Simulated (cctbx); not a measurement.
**Diagnosing a refinement**

Cell a = 6.0690 Å, b = 6.0690 Å, c = 6.0690 Å, α = 90.00°, β = 90.00°, γ = 90.00°; space group Pm-3m (no. 221).

The data are simulated with cctbx, not measured: Mo Kα, λ = 0.71073 Å, to d = 0.8 Å, 50 % of the full sphere, strongest reflection 5000 counts, noise from counting, a 4 % proportional error and a noise floor of 15 counts (s.d.); no absorption.

An anisotropic refinement with weights 1/σ² prints:

```text
Rint 0.079, 71 unique reflections to 0.80 A
cycle     R1     wR2    GooF  max shift (A)
   1  0.0451  0.0787   2.231   0.00310
   2  0.0226  0.0430   1.218   0.00000
final R1 0.0226 wR2 0.0430 GooF 1.218  parameters 8  data/parameter 8.9
atom        x        y        z      Ueq    occ   su(xyz)  su(Uiso or U11)
Yb1    0.50000  0.00000  0.00000   0.0083  1.000  0.00000  0.0010
Tb1    0.00000  0.50000  0.50000   0.0164  1.000  0.00000  0.0011
Ga1    0.50000  0.50000  0.50000   0.0293  1.000  0.00000  0.0022
Fe1    0.20600  0.20600  0.20600   0.0251  1.000  0.00038  0.0009
difference map: max 3.17 min -3.66 rms 0.74
Q1    0.3661  0.3661  0.5000   12    3.27  1.15 A from Ga1
Q2    0.0000  0.0000  0.1544    6    2.93  1.80 A from Fe1
Q3    0.0814  0.0814  0.3910   24    2.44  0.96 A from Yb1
Q4    0.0000  0.0837  0.5000   12    2.23  0.51 A from Yb1
Q5    0.3500  0.3500  0.3500    8    1.81  1.51 A from Fe1
Q6    0.1660  0.1660  0.5000   12    1.58  1.42 A from Yb1
```

Q: Accept it or mend it, and why?

Mend it. The fault: wrong element: Yb1 is Pt. Against the right model at the same level, R1 goes from 0.0150 to 0.0226 and GooF from 0.87 to 1.22 and U of Yb1 shrinks from 0.0122 to 0.0083 Å². Yb1 has 8 electrons too few and its U shrinks to make up, as expected. The signs are weak, and the output alone doesn't single this fault out.

The compound is Tb3GaFe8Pt3. The right model at the same level gives:

```text
Rint 0.079, 71 unique reflections to 0.80 A
cycle     R1     wR2    GooF  max shift (A)
   1  0.0182  0.0368   1.043   0.00081
   2  0.0150  0.0308   0.872   0.00000
final R1 0.0150 wR2 0.0308 GooF 0.872  parameters 8  data/parameter 8.9
atom        x        y        z      Ueq    occ   su(xyz)  su(Uiso or U11)
Pt1    0.50000  0.00000  0.00000   0.0122  1.000  0.00000  0.0007
Tb1    0.00000  0.50000  0.50000   0.0131  1.000  0.00000  0.0008
Ga1    0.50000  0.50000  0.50000   0.0247  1.000  0.00000  0.0015
Fe1    0.20578  0.20578  0.20578   0.0213  1.000  0.00027  0.0006
difference map: max 3.35 min -2.59 rms 0.71
Q1    0.5000  0.5000  0.5000    1    3.35  0.00 A from Ga1
Q2    0.4075  0.4075  0.4075    8    3.13  0.97 A from Ga1
Q3    0.0818  0.2344  0.2344   24    1.98  0.79 A from Fe1
Q4    0.3205  0.3205  0.5000   12    1.93  1.54 A from Ga1
Q5    0.0000  0.0000  0.1317    6    1.89  1.82 A from Fe1
Q6    0.1013  0.1013  0.3356   24    1.82  1.19 A from Fe1
```

Isotropic U is held between 0.0001 and 1 Å² by the program, and listed peak heights are interpolated, so they can pass the grid's maximum.

The model was made for the exercise: a known structure type with other elements put in, its volume estimated, not relaxed; displacement parameters are assumed.

[Middle refinement cycles are left out of these outputs.]

[Logs are printed without paths, hosts, clocks, repeated set-up lines and the standing remarks that a program may print on its own settings, such as how far it seeks lower states.]
